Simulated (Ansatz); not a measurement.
**GeMoS4: relaxing a made-up structure**

Starting from a made-up structure for GeMoS4, the aim is the relaxed cell, its shortest contacts and, where a second run follows, its electronic structure.

Main program and level: Ansatz 0.2.0; DFT, PBEsol, plane-wave PAW, files of the set soft_1, scalar-relativistic, no spin, cell and ions relaxed at zero pressure; PAW set soft_1, in the first sound run; inputs show where later runs differ.

### 1. The structure

It takes space group I-4m2 (No. 119, tetragonal). The conventional cell has a = 4.969 Å, b = 4.969 Å, c = 12.933 Å, α = 90.00°, β = 90.00°, γ = 90.00°. Mo has 6 S at 2.55 to 2.62 Å nearest. Nearest to Ge lie 6 S at 2.56 to 2.67 Å. Nearest to S lie 2 Ge at 2.56 Å and 1 Mo at 2.62 Å. Nearest to S lie 2 Mo at 2.55 Å and 1 Ge at 2.67 Å. Farther neighbours and most contacts between anions are not listed.

### 2. Relaxing cell and atoms

The guess takes its coordinates from another compound and its volume from a rule, so the cell and any free coordinates are relaxed together.

Contents of input.yaml:

```yaml
crystal:
  lattice:
    - [-2.4845, 2.4845, 6.4665]
    - [2.4845, -2.4845, 6.4665]
    - [2.4845, 2.4845, -6.4665]
  atoms:
    - { symbol: Mo, position: [0.0, 0.0, 0.0] }
    - { symbol: Ge, position: [0.75, 0.25, 0.5] }
    - { symbol: S, position: [0.2028, 0.2028, 0.0] }
    - { symbol: S, position: [0.5437, 0.0437, 0.5] }
    - { symbol: S, position: [0.7972, 0.7972, 0.0] }
    - { symbol: S, position: [0.9563, 0.4563, 0.5] }
kpoints:
  mp_grid: { grid: [8, 8, 8] }
scf:
  occupations: { method: fermi_dirac, width: 0.05 }
hamiltonian:
  xc: pbesol
  pseudopotentials: { kind: paw, azcp: { folder: soft_1 }, xc_functional: pbe }
relax:
  f_tol: 0.015
  max_steps: 70
  cell: {}
output:
  forces: true
  stress: true
```

Run with:

```sh
$ ansatz run input.yaml --threads 4 --pin off --max-ram 10240MiB --backend cpu --events-out ev --progress --plain --runs-dir out
```

Numbers of over 12 decimals in the logs are rounded to 6 here.

The log of the run:

```text
basis.fft_grid_basis auto: the FFT boxes are laid along the combinations [[1, 0, 1], [0, 1, 1], [0, 0, 1]] of the cell's own vectors, 4.969, 4.969 and 7.359 Å long. The dense box has 36×36×50 points. Along the cell's own vectors, as sized, it would have 50×50×50, 1.93 times as many. Of the 8 symmetry operations that the crystal satisfies within crystal.symmetry.tolerance (time reversal apart; of a slab, those that ke [...]
Engine: ansatz 0.2.0, aarch64-unknown-linux-gnu
Pseudopotentials: kind: paw
Pseudopotential: Mo, paw, valence charge 14, recommended cutoff 420 eV (normal), soft_1/Mo.paw.azcp
Pseudopotential: Ge, paw, valence charge 14, recommended cutoff 420 eV (normal), soft_1/Ge.paw.azcp
Pseudopotential: S, paw, valence charge 6, recommended cutoff 420 eV (normal), soft_1/S.paw.azcp
Functional definition: PBEsol
  exchange = pbesol_x
  correlation = pbesol_c
Crystal: 6 atoms, lattice volume = 159.664 Å³
Basis set: ecut = 420 eV, 3145 PW (Γ), FFT grids on a1+a3, a2+a3, a3, exchange–correlation on 72×72×100 points (8 copies of the dense FFT grid, shifted against one another)
Bands: 32, of which v1, the nominal top of the filled ones, is band 26 counted from 1 (25 counted from 0)
Symmetry: 8 space group operations
Space group: I-4m2 (ITA 119), of the structure as read, at distance tolerance 5.4e-5 Å
k-points: 59 of 512 (time reversal used)
Non-local potential: Mo, projectors of the file, l = 0: 3, l = 1: 2, l = 2: 2, l = 3: 1
Non-local potential: Ge, projectors of the file, l = 0: 2, l = 1: 2, l = 2: 3, l = 3: 1
Non-local potential: S, projectors of the file, l = 0: 2, l = 1: 2, l = 2: 1
PAW form: soft (Blöchl's): semilocal exchange-correlation on the pseudo side does not see the compensation charge
PAW frozen core: Mo, regenerated for the run's functional, and the local potential with it (the file was generated under x = pbe(κ = 0.804, μ = 0.219515), c = pbe(β = 0.066725))
PAW frozen core: Ge, regenerated for the run's functional, and the local potential with it (the file was generated under x = pbe(κ = 0.804, μ = 0.219515), c = pbe(β = 0.066725))
PAW frozen core: S, regenerated for the run's functional, and the local potential with it (the file was generated under x = pbe(κ = 0.804, μ = 0.219515), c = pbe(β = 0.066725))
PAW one-centre angular grid: Mo, 590 points (default); XC on 64 Gauss nodes
PAW one-centre angular grid: Ge, 590 points (default); XC on 64 Gauss nodes
PAW one-centre angular grid: S, 110 points (default); XC on 64 Gauss nodes
Initial density: superposition of atomic densities (chi_scale 0.1, normalization cell, long waves kept (reshape's long-wave potential 0.02 eV rms))
Initial wavefunctions: pseudopotential atomic-orbital guess
Functional: x = pbesol(κ = 0.804, μ = 0.123457), c = pbesol(β = 0.046)
SCF iter   1: F=—  HF=-12693.224778 eV  |F-HF|=—  |Δ(HF+E_count)|=         —  Δρ=7.94e-2  dr2=2.64e1  ethr=3.10e-3  ⟨swp⟩=7.2  Hψ=8625  notcnv=0
preconditioner: auto → Kerker (q_TF=auto, 2.263 Å⁻¹)  [metal: Δε(μ)=0.008 eV  Ē_g=7.562 eV  σ=0.050 eV  W_gap=0.04  n_scr=32 (ndim 8)  ℏωp=17.1 eV  f_vac=0.094  D(μ)=0.36/eV (n_scr^D=0)]
SCF iter   2: F=—  HF=-12692.072552 eV  |F-HF|=—  |Δ(HF+E_count)|=    1.15e0  Δρ=7.80e-2  dr2=2.44e1  ethr=3.10e-3  ⟨swp⟩=3.5  Hψ=4937  notcnv=0  defer=11
preconditioner: auto → LDOS  [metal: Δε(μ)=0.010 eV  Ē_g=6.436 eV  σ=0.050 eV  W_gap=0.05  n_scr=32 (ndim 8)  ℏωp=17.1 eV  f_vac=0.108  D(μ)=5.81/eV (n_scr^D=36)  β→1.0]
SCF iter   3: F=—  HF=-12690.370137 eV  |F-HF|=—  |Δ(HF+E_count)|=    1.70e0  Δρ=1.32e-2  dr2=4.33e-1  ethr=3.10e-3  ⟨swp⟩=3.0  Hψ=4096  notcnv=0  defer=4
SCF iter   4: F=—  HF=-12690.358386 eV  |F-HF|=—  |Δ(HF+E_count)|=   1.18e-2  Δρ=9.71e-3  dr2=3.52e-1  ethr=8.32e-4  ⟨swp⟩=2.7  Hψ=3597  notcnv=0
SCF iter   5: F=—  HF=-12690.342113 eV  |F-HF|=—  |Δ(HF+E_count)|=   1.63e-2  Δρ=5.14e-3  dr2=1.05e-1  ethr=6.76e-4  ⟨swp⟩=1.0  Hψ=1920  notcnv=0
SCF iter   6: F=—  HF=-12690.335622 eV  |F-HF|=—  |Δ(HF+E_count)|=   6.49e-3  Δρ=9.58e-4  dr2=3.01e-3  ethr=2.01e-4  ⟨swp⟩=1.5  Hψ=1940  notcnv=0
SCF iter   7: F=—  HF=-12690.335444 eV  |F-HF|=—  |Δ(HF+E_count)|=   1.78e-4  Δρ=1.60e-4  dr2=7.35e-5  ethr=5.79e-6  ⟨swp⟩=2.5  Hψ=2849  notcnv=0
SCF iter   8: F=—  HF=-12690.335442 eV  |F-HF|=—  |Δ(HF+E_count)|=   1.92e-6  Δρ=8.32e-5  dr2=2.80e-5  ethr=1.41e-7  ⟨swp⟩=2.0  Hψ=2629  notcnv=0
SCF iter   9: F=—  HF=-12690.335440 eV  |F-HF|=—  |Δ(HF+E_count)|=   1.63e-6  Δρ=1.07e-5  dr2=3.25e-7  ethr=5.39e-8  ⟨swp⟩=1.1  Hψ=1896  notcnv=0
SCF iter  10: F=-12690.335440 eV  HF=-12690.335440 eV  |F-HF|=5.56e-9  |Δ(HF+E_count)|=   1.96e-8  Δρ=2.21e-6  dr2=9.49e-9  ethr=1.92e-10  ⟨swp⟩=5.5  Hψ=7118  notcnv=0
SCF 1 converged in 10 iterations: F = -12690.335440 eV  dr2 = 9.49e-9
  greatest PAW one-centre occupation: 0.999 electrons in one spin orbital (limit 2), on the Mo atom at site 0 (counted from 0), in its partial waves of l = 0
relax step   1: F+E_penalty+E_count = -12690.33544042 eV  Δ(F+E_penalty+E_count) = +0.000e0 eV  max|allowed force component| = 1.787e0 eV/Å  Δτ_max = 0.0000 Å  P = -12.944 GPa  Ω = 159.664 Å³  (10 SCF iters, dr2 threshold 1.00e-7 eV, accepted)
Crystal: 6 atoms, lattice volume = 141.922 Å³
Basis set: ecut = 420 eV, 2745 PW (Γ), FFT grids on a1+a3, a2+a3, a3, exchange–correlation on 72×72×100 points (8 copies of the dense FFT grid, shifted against one another)
Initial density: handed on by an earlier stage of this run
Initial wavefunctions: those handed on with the density
iter 1 solved again at ethr=4.16e-4 eV; its pass at ethr=3.10e-3 eV (dr2=2.17e-1 eV) is discarded
SCF iter   1: F=—  HF=-12691.901525 eV  |F-HF|=—  |Δ(HF+E_count)|=         —  Δρ=9.35e-3  dr2=2.25e-1  ethr=4.16e-4  ⟨swp⟩=1.4  Hψ=11356  notcnv=0
preconditioner: auto → LDOS  [metal: Δε(μ)=0.045 eV  Ē_g=7.532 eV  σ=0.050 eV  W_gap=0.21  n_scr=32 (ndim 8)  ℏωp=18.2 eV  f_vac=0.100  D(μ)=2.28/eV (n_scr^D=10)  β→1.0]
SCF iter   2: F=—  HF=-12691.875291 eV  |F-HF|=—  |Δ(HF+E_count)|=   2.62e-2  Δρ=5.70e-3  dr2=9.53e-2  ethr=4.16e-4  ⟨swp⟩=3.0  Hψ=3678  notcnv=0
SCF iter   3: F=—  HF=-12691.855579 eV  |F-HF|=—  |Δ(HF+E_count)|=   1.97e-2  Δρ=7.44e-4  dr2=1.31e-3  ethr=1.83e-4  ⟨swp⟩=2.9  Hψ=3244  notcnv=0
SCF iter   4: F=—  HF=-12691.855170 eV  |F-HF|=—  |Δ(HF+E_count)|=   4.08e-4  Δρ=1.98e-4  dr2=9.97e-5  ethr=2.53e-6  ⟨swp⟩=2.0  Hψ=3232  notcnv=0
SCF iter   5: F=—  HF=-12691.855148 eV  |F-HF|=—  |Δ(HF+E_count)|=   2.17e-5  Δρ=5.43e-5  dr2=4.87e-6  ethr=1.92e-7  ⟨swp⟩=2.0  Hψ=3148  notcnv=0
SCF iter   6: F=-12691.855150 eV  HF=-12691.855150 eV  |F-HF|=5.34e-8  |Δ(HF+E_count)|=   1.99e-6  Δρ=1.51e-5  dr2=3.84e-7  ethr=1.15e-9  ⟨swp⟩=5.0  Hψ=7497  notcnv=0
SCF 2 converged in 6 iterations: F = -12691.855150 eV  dr2 = 3.84e-7
relax step   2: F+E_penalty+E_count = -12691.85515044 eV  Δ(F+E_penalty+E_count) = -1.520e0 eV  max|allowed force component| = 3.298e-1 eV/Å  Δτ_max = 0.1374 Å  P = -6.309 GPa  Ω = 141.922 Å³  energy of the carried Pulay correction = +1.837e-3 eV  (6 SCF iters, dr2 threshold 6.00e-7 eV, accepted)
Crystal: 6 atoms, lattice volume = 128.058 Å³
Basis set: ecut = 420 eV, 2491 PW (Γ), FFT grids on a1+a3, a2+a3, a3, exchange–correlation on 72×72×100 points (8 copies of the dense FFT grid, shifted against one another)
iter 1 solved again at ethr=1.66e-4 eV; its pass at ethr=3.10e-3 eV (dr2=8.64e-2 eV) is discarded
SCF iter   1: F=—  HF=-12692.154037 eV  |F-HF|=—  |Δ(HF+E_count)|=         —  Δρ=7.65e-3  dr2=8.77e-2  ethr=1.66e-4  ⟨swp⟩=1.6  Hψ=11839  notcnv=0
preconditioner: auto → LDOS  [metal: Δε(μ)=0.027 eV  Ē_g=8.166 eV  σ=0.050 eV  W_gap=0.14  n_scr=32 (ndim 8)  ℏωp=19.1 eV  f_vac=0.080  D(μ)=2.33/eV (n_scr^D=10)  β→1.0]
SCF iter   2: F=—  HF=-12692.141163 eV  |F-HF|=—  |Δ(HF+E_count)|=   1.29e-2  Δρ=3.48e-3  dr2=2.15e-2  ethr=1.66e-4  ⟨swp⟩=3.1  Hψ=3700  notcnv=0
SCF iter   3: F=—  HF=-12692.133653 eV  |F-HF|=—  |Δ(HF+E_count)|=   7.51e-3  Δρ=7.68e-4  dr2=1.12e-3  ethr=4.14e-5  ⟨swp⟩=2.0  Hψ=3540  notcnv=0
SCF iter   4: F=—  HF=-12692.133225 eV  |F-HF|=—  |Δ(HF+E_count)|=   4.28e-4  Δρ=1.39e-4  dr2=4.34e-5  ethr=2.15e-6  ⟨swp⟩=2.0  Hψ=3191  notcnv=0
SCF iter   5: F=—  HF=-12692.133215 eV  |F-HF|=—  |Δ(HF+E_count)|=   1.05e-5  Δρ=4.04e-5  dr2=2.30e-6  ethr=8.35e-8  ⟨swp⟩=2.1  Hψ=3217  notcnv=0
SCF iter   6: F=-12692.133214 eV  HF=-12692.133214 eV  |F-HF|=4.41e-8  |Δ(HF+E_count)|=   4.28e-7  Δρ=1.18e-5  dr2=1.48e-7  ethr=1.15e-9  ⟨swp⟩=5.7  Hψ=7455  notcnv=0
SCF 3 converged in 6 iterations: F = -12692.133214 eV  dr2 = 1.48e-7
relax step   3: F+E_penalty+E_count = -12692.13321437 eV  Δ(F+E_penalty+E_count) = -2.781e-1 eV  max|allowed force component| = 9.812e-1 eV/Å  Δτ_max = 0.0447 Å  P = +1.510 GPa  Ω = 128.058 Å³  energy of the carried Pulay correction = +3.431e-3 eV  (6 SCF iters, dr2 threshold 6.00e-7 eV, accepted)
Crystal: 6 atoms, lattice volume = 125.977 Å³
Basis set: ecut = 420 eV, 2459 PW (Γ), FFT grids on a1+a3, a2+a3, a3, exchange–correlation on 72×72×100 points (8 copies of the dense FFT grid, shifted against one another)
iter 1 solved again at ethr=1.54e-4 eV; its pass at ethr=3.10e-3 eV (dr2=8.01e-2 eV) is discarded
SCF iter   1: F=—  HF=-12692.195406 eV  |F-HF|=—  |Δ(HF+E_count)|=         —  Δρ=5.76e-3  dr2=7.33e-2  ethr=1.54e-4  ⟨swp⟩=1.7  Hψ=10182  notcnv=0
preconditioner: auto → LDOS  [metal: Δε(μ)=0.046 eV  Ē_g=8.146 eV  σ=0.050 eV  W_gap=0.22  n_scr=32 (ndim 8)  ℏωp=19.3 eV  f_vac=0.077  D(μ)=2.46/eV (n_scr^D=10)  β→1.0]
SCF iter   2: F=—  HF=-12692.188701 eV  |F-HF|=—  |Δ(HF+E_count)|=   6.71e-3  Δρ=2.75e-3  dr2=1.73e-2  ethr=1.41e-4  ⟨swp⟩=2.3  Hψ=2905  notcnv=0
SCF iter   3: F=—  HF=-12692.185878 eV  |F-HF|=—  |Δ(HF+E_count)|=   2.82e-3  Δρ=3.67e-4  dr2=2.38e-4  ethr=3.32e-5  ⟨swp⟩=2.2  Hψ=2788  notcnv=0
SCF iter   4: F=—  HF=-12692.185813 eV  |F-HF|=—  |Δ(HF+E_count)|=   6.45e-5  Δρ=8.48e-5  dr2=9.15e-6  ethr=4.57e-7  ⟨swp⟩=2.0  Hψ=3186  notcnv=0
SCF iter   5: F=-12692.185805 eV  HF=-12692.185805 eV  |F-HF|=1.06e-7  |Δ(HF+E_count)|=   7.85e-6  Δρ=2.37e-5  dr2=5.96e-7  ethr=1.15e-9  ⟨swp⟩=6.0  Hψ=8451  notcnv=0
SCF 4 converged in 5 iterations: F = -12692.185805 eV  dr2 = 5.96e-7
relax step   4: F+E_penalty+E_count = -12692.18580513 eV  Δ(F+E_penalty+E_count) = -5.259e-2 eV  max|allowed force component| = 2.314e-1 eV/Å  Δτ_max = 0.1040 Å  P = +0.661 GPa  Ω = 125.977 Å³  energy of the carried Pulay correction = +3.684e-3 eV  (5 SCF iters, dr2 threshold 6.00e-7 eV, accepted)
Crystal: 6 atoms, lattice volume = 127.577 Å³
Basis set: ecut = 420 eV, 2475 PW (Γ), FFT grids on a1+a3, a2+a3, a3, exchange–correlation on 72×72×100 points (8 copies of the dense FFT grid, shifted against one another)
iter 1 solved again at ethr=2.81e-5 eV; its pass at ethr=3.10e-3 eV (dr2=1.46e-2 eV) is discarded
SCF iter   1: F=—  HF=-12692.204233 eV  |F-HF|=—  |Δ(HF+E_count)|=         —  Δρ=2.53e-3  dr2=1.19e-2  ethr=2.81e-5  ⟨swp⟩=2.0  Hψ=11061  notcnv=0
preconditioner: auto → LDOS  [metal: Δε(μ)=0.025 eV  Ē_g=8.051 eV  σ=0.050 eV  W_gap=0.12  n_scr=32 (ndim 8)  ℏωp=19.2 eV  f_vac=0.080  D(μ)=2.16/eV (n_scr^D=10)  β→1.0]
SCF iter   2: F=—  HF=-12692.202789 eV  |F-HF|=—  |Δ(HF+E_count)|=   1.44e-3  Δρ=1.08e-3  dr2=2.75e-3  ethr=2.28e-5  ⟨swp⟩=2.2  Hψ=2843  notcnv=0
SCF iter   3: F=—  HF=-12692.202413 eV  |F-HF|=—  |Δ(HF+E_count)|=   3.76e-4  Δρ=2.11e-4  dr2=8.19e-5  ethr=5.30e-6  ⟨swp⟩=2.2  Hψ=2779  notcnv=0
SCF iter   4: F=—  HF=-12692.202416 eV  |F-HF|=—  |Δ(HF+E_count)|=   2.37e-6  Δρ=2.98e-5  dr2=1.39e-6  ethr=1.58e-7  ⟨swp⟩=2.2  Hψ=3070  notcnv=0
SCF iter   5: F=-12692.202416 eV  HF=-12692.202416 eV  |F-HF|=5.25e-7  |Δ(HF+E_count)|=   3.70e-7  Δρ=1.17e-5  dr2=2.69e-7  ethr=1.15e-9  ⟨swp⟩=5.3  Hψ=7400  notcnv=0
SCF 5 converged in 5 iterations: F = -12692.202416 eV  dr2 = 2.69e-7
relax step   5: F+E_penalty+E_count = -12692.20241559 eV  Δ(F+E_penalty+E_count) = -1.661e-2 eV  max|allowed force component| = 8.586e-2 eV/Å  Δτ_max = 0.0202 Å  P = -0.448 GPa  Ω = 127.577 Å³  energy of the carried Pulay correction = +3.489e-3 eV  (5 SCF iters, dr2 threshold 6.00e-7 eV, accepted)
Crystal: 6 atoms, lattice volume = 126.881 Å³
iter 1 solved again at ethr=3.80e-7 eV; its pass at ethr=3.10e-3 eV (dr2=1.98e-4 eV) is discarded
SCF iter   1: F=—  HF=-12692.203528 eV  |F-HF|=—  |Δ(HF+E_count)|=         —  Δρ=4.73e-4  dr2=2.82e-4  ethr=3.80e-7  ⟨swp⟩=3.0  Hψ=10814  notcnv=0
preconditioner: auto → LDOS  [metal: Δε(μ)=0.028 eV  Ē_g=8.069 eV  σ=0.050 eV  W_gap=0.14  n_scr=32 (ndim 8)  ℏωp=19.2 eV  f_vac=0.076  D(μ)=2.19/eV (n_scr^D=10)  β→1.0]
SCF iter   2: F=—  HF=-12692.203492 eV  |F-HF|=—  |Δ(HF+E_count)|=   3.57e-5  Δρ=2.64e-4  dr2=1.16e-4  ethr=3.80e-7  ⟨swp⟩=3.2  Hψ=4305  notcnv=0
SCF iter   3: F=—  HF=-12692.203450 eV  |F-HF|=—  |Δ(HF+E_count)|=   4.15e-5  Δρ=4.38e-5  dr2=3.22e-6  ethr=2.24e-7  ⟨swp⟩=2.2  Hψ=2992  notcnv=0
SCF iter   4: F=-12692.203449 eV  HF=-12692.203449 eV  |F-HF|=7.19e-8  |Δ(HF+E_count)|=   9.16e-7  Δρ=8.28e-6  dr2=9.10e-8  ethr=1.15e-9  ⟨swp⟩=5.9  Hψ=7693  notcnv=0
SCF 6 converged in 4 iterations: F = -12692.203449 eV  dr2 = 9.10e-8
relax step   6: F+E_penalty+E_count = -12692.20344938 eV  Δ(F+E_penalty+E_count) = -1.034e-3 eV  max|allowed force component| = 5.123e-3 eV/Å  Δτ_max = 0.0050 Å  P = +0.068 GPa  Ω = 126.881 Å³  energy of the carried Pulay correction = +3.574e-3 eV  (4 SCF iters, dr2 threshold 6.00e-7 eV, accepted)
Crystal: 6 atoms, lattice volume = 127.049 Å³
iter 1 solved again at ethr=2.62e-7 eV; its pass at ethr=3.10e-3 eV (dr2=1.36e-4 eV) is discarded
SCF iter   1: F=—  HF=-12692.203509 eV  |F-HF|=—  |Δ(HF+E_count)|=         —  Δρ=2.69e-4  dr2=1.37e-4  ethr=2.62e-7  ⟨swp⟩=3.0  Hψ=10084  notcnv=0
preconditioner: auto → LDOS  [metal: Δε(μ)=0.040 eV  Ē_g=8.063 eV  σ=0.050 eV  W_gap=0.20  n_scr=32 (ndim 8)  ℏωp=19.2 eV  f_vac=0.078  D(μ)=2.21/eV (n_scr^D=10)  β→1.0]
SCF iter   2: F=—  HF=-12692.203499 eV  |F-HF|=—  |Δ(HF+E_count)|=   1.00e-5  Δρ=1.40e-4  dr2=4.79e-5  ethr=2.62e-7  ⟨swp⟩=2.1  Hψ=2606  notcnv=0
SCF iter   3: F=—  HF=-12692.203502 eV  |F-HF|=—  |Δ(HF+E_count)|=   3.16e-6  Δρ=2.12e-5  dr2=8.79e-7  ethr=9.21e-8  ⟨swp⟩=2.5  Hψ=3072  notcnv=0
SCF iter   4: F=—  HF=-12692.203501 eV  |F-HF|=—  |Δ(HF+E_count)|=   1.77e-6  Δρ=4.35e-6  dr2=2.46e-8  ethr=1.69e-9  ⟨swp⟩=2.2  Hψ=3125  notcnv=0
SCF iter   5: F=-12692.203501 eV  HF=-12692.203501 eV  |F-HF|=2.35e-10  |Δ(HF+E_count)|=   1.82e-8  Δρ=1.21e-6  dr2=1.10e-9  ethr=3.90e-11  ⟨swp⟩=5.0  Hψ=7189  notcnv=0
SCF 7 converged in 5 iterations: F = -12692.203501 eV  dr2 = 1.10e-9
relax step   7: F+E_penalty+E_count = -12692.20350069 eV  Δ(F+E_penalty+E_count) = -5.131e-5 eV  max|allowed force component| = 2.821e-3 eV/Å  Δτ_max = 0.0040 Å  P = -0.000 GPa  Ω = 127.049 Å³  energy of the carried Pulay correction = +3.553e-3 eV  (5 SCF iters, dr2 threshold 2.03e-8 eV, accepted)
Basis set: ecut = 420 eV, 2459 PW (Γ), FFT grids on a1+a3, a2+a3, a3, exchange–correlation on 64×64×90 points (8 copies of the dense FFT grid, shifted against one another)
Initial wavefunctions: pseudopotential atomic-orbital guess (no wavefunctions were taken with the density)
iter 1 solved again at ethr=1.52e-6 eV; its pass at ethr=3.10e-3 eV (dr2=7.92e-4 eV) is discarded
SCF iter   1: F=—  HF=-12692.200009 eV  |F-HF|=—  |Δ(HF+E_count)|=         —  Δρ=1.70e-4  dr2=4.32e-6  ethr=1.52e-6  ⟨swp⟩=3.3  Hψ=14142  notcnv=0
preconditioner: auto → LDOS  [metal: Δε(μ)=0.039 eV  Ē_g=8.065 eV  σ=0.050 eV  W_gap=0.19  n_scr=32 (ndim 8)  ℏωp=19.2 eV  f_vac=0.077  D(μ)=2.20/eV (n_scr^D=10)  β→1.0]
SCF iter   2: F=—  HF=-12692.200025 eV  |F-HF|=—  |Δ(HF+E_count)|=   1.57e-5  Δρ=3.06e-5  dr2=8.07e-7  ethr=8.31e-9  ⟨swp⟩=2.8  Hψ=3606  notcnv=0
SCF iter   3: F=—  HF=-12692.200024 eV  |F-HF|=—  |Δ(HF+E_count)|=   1.31e-6  Δρ=1.36e-5  dr2=2.80e-7  ethr=1.55e-9  ⟨swp⟩=2.2  Hψ=3253  notcnv=0
SCF iter   4: F=—  HF=-12692.200024 eV  |F-HF|=—  |Δ(HF+E_count)|=   2.38e-7  Δρ=3.40e-6  dr2=1.29e-8  ethr=5.38e-10  ⟨swp⟩=2.0  Hψ=3145  notcnv=0
SCF iter   5: F=—  HF=-12692.200024 eV  |F-HF|=—  |Δ(HF+E_count)|=   1.64e-8  Δρ=4.88e-7  dr2=3.02e-10  ethr=2.48e-11  ⟨swp⟩=2.0  Hψ=3167  notcnv=0
SCF iter   6: F=-12692.200024 eV  HF=-12692.200024 eV  |F-HF|=7.28e-12  |Δ(HF+E_count)|=  1.82e-10  Δρ=7.93e-8  dr2=5.96e-12  ethr=1.00e-12  ⟨swp⟩=5.8  Hψ=8157  notcnv=0
SCF 8 converged in 6 iterations: F = -12692.200024 eV  dr2 = 5.96e-12
  greatest PAW one-centre occupation: 0.999 electrons in one spin orbital (limit 2), on the Ge atom at site 1 (counted from 0), in its partial waves of l = 2
relax step   8: F+E_penalty+E_count = -12692.20002359 eV  Δ(F+E_penalty+E_count) = +3.477e-3 eV  max|allowed force component| = 2.171e-3 eV/Å  Δτ_max = 0.0000 Å  P = -0.001 GPa  Ω = 127.049 Å³  stress off target by 9.31e-3 GPa  SCF on the basis re-selected at this cell (its energy is not comparable with the rows above)  (6 SCF iters)
basis re-selected at this cell: Δ(F+E_penalty+E_count) = +3.477e-3 eV, ΔP = -0.001 GPa vs the last step (what re-selecting the basis moved, of the pressure what is left beyond the Pulay correction that the steps carried, after the strain that the cell walked since its last selection, with what the two solves' SCF thresholds leave and, on support functions, any second-order correction that the steps lacked; it is no measure of the basis error at this ecutwfc). The dense FFT grid was sized anew with the basis: this SCF ran on 32×32×45 points, the steps before it on 36×36×50, so part of this shift can come from that change (see relax.cell in the input reference). [rest of the remark cut]
SCF converged after 6 iterations
Free energy (F): -12692.200024 eV
Harris-Foulkes:  -12692.200024 eV  (|F-HF|=7.28e-12)
Internal energy: -12692.180490 eV  (E = F + TS)
E sigma→0 (E₀):  -12692.190257 eV
Entropy (-TS):   -0.019534 eV (-3.256 meV/atom)
Fermi energy:    7.200896 eV
--- Per-component energies (eV) ---
  E_band       = -407.852836
  E_kinetic    = 936.555771
  E_local      = -4837.355302  (includes V_loc(G=0)·N_el)
  E_nonlocal   = 508.581377
  E_hartree    = 2044.377049
  E_xc         = -596.782380
  E_vxc        = -612.642946  (∫ρ·V_xc dr)
  E_paw        = -7496.160271  (= ΣΔE_a)
  E_vpaw       = -491.745815  (= ΣTr[D̂ρ^β])
  E_aug_tail   = 0.000061  (compensation charges beyond the density's cutoff)
  E_ewald      = -3252.771831
  E_core_change = 1.375035  (= ΣΔE_core)
  E_smearing   = -0.019534  (= −TS)
  E_closure    = 0.000000  (closes the sum)
  Σ components = -12692.200024   (vs F -12692.200024, Δ=0.00e0)
--- Forces (eV/Å), atoms counted from 1 ---
  atom   1  Mo     0.00000000     0.00000000     0.00000000
  atom   2  Ge     0.00000000     0.00000000    -0.00000000
  atom   3  S      0.00000000    -0.00000000    -0.00084256
  atom   4  S      0.00000000     0.00000000     0.00217101
  atom   5  S     -0.00000000     0.00000000     0.00084256
  atom   6  S     -0.00000000     0.00000000    -0.00217101
  max |Σ_I F_I| component: 6.25e-17 eV/Å
--- Stress (GPa, compression-positive) ---
        0.003596       0.000000      -0.000000
        0.000000       0.003596       0.000000
        0.000000       0.000000      -0.009307
  P = ⅓ Tr σ = -0.0007 GPa (-0.007 kbar)
--- Relaxed structure (7 steps of the walk, 7 accepted, 1 SCFs on fresh bases) ---
  F+E_penalty+E_count = -12692.20002359 eV   max|allowed force component| = 2.171e-3 eV/Å   (the final SCF, on the basis selected at the relaxed cell)
  cell:  # Å, volume = 127.0489 Å³
    - [-2.358291, 2.358291, 5.711052]
    - [2.358291, -2.358291, 5.711052]
    - [2.358291, 2.358291, -5.711052]
  atoms:
    - { symbol: Mo, position: [2.347302314203521e-19, 2.347302314203503e-19, 0] }
    - { symbol: Ge, position: [0.75, 0.250000, 0.5] }
    - { symbol: S, position: [0.204204, 0.204204, 0] }
    - { symbol: S, position: [0.543085, 0.043085, 0.5] }
    - { symbol: S, position: [0.795796, 0.795796, 0] }
    - { symbol: S, position: [0.956915, 0.456915, 0.500000] }
```

It took 49 s on 4 threads of Arm Neoverse V1, shared host; peak memory 0.6 GiB.

(Part 1 of 2 ends here.)

[Logs are printed without paths, hosts, clocks, repeated set-up lines and the standing remarks that a program may print on its own settings, such as how far it seeks lower states.]

[Hosts, paths, dates, database ids (printed as entryN), source tags and the programs' standing remarks are cut or masked in the printed files.]
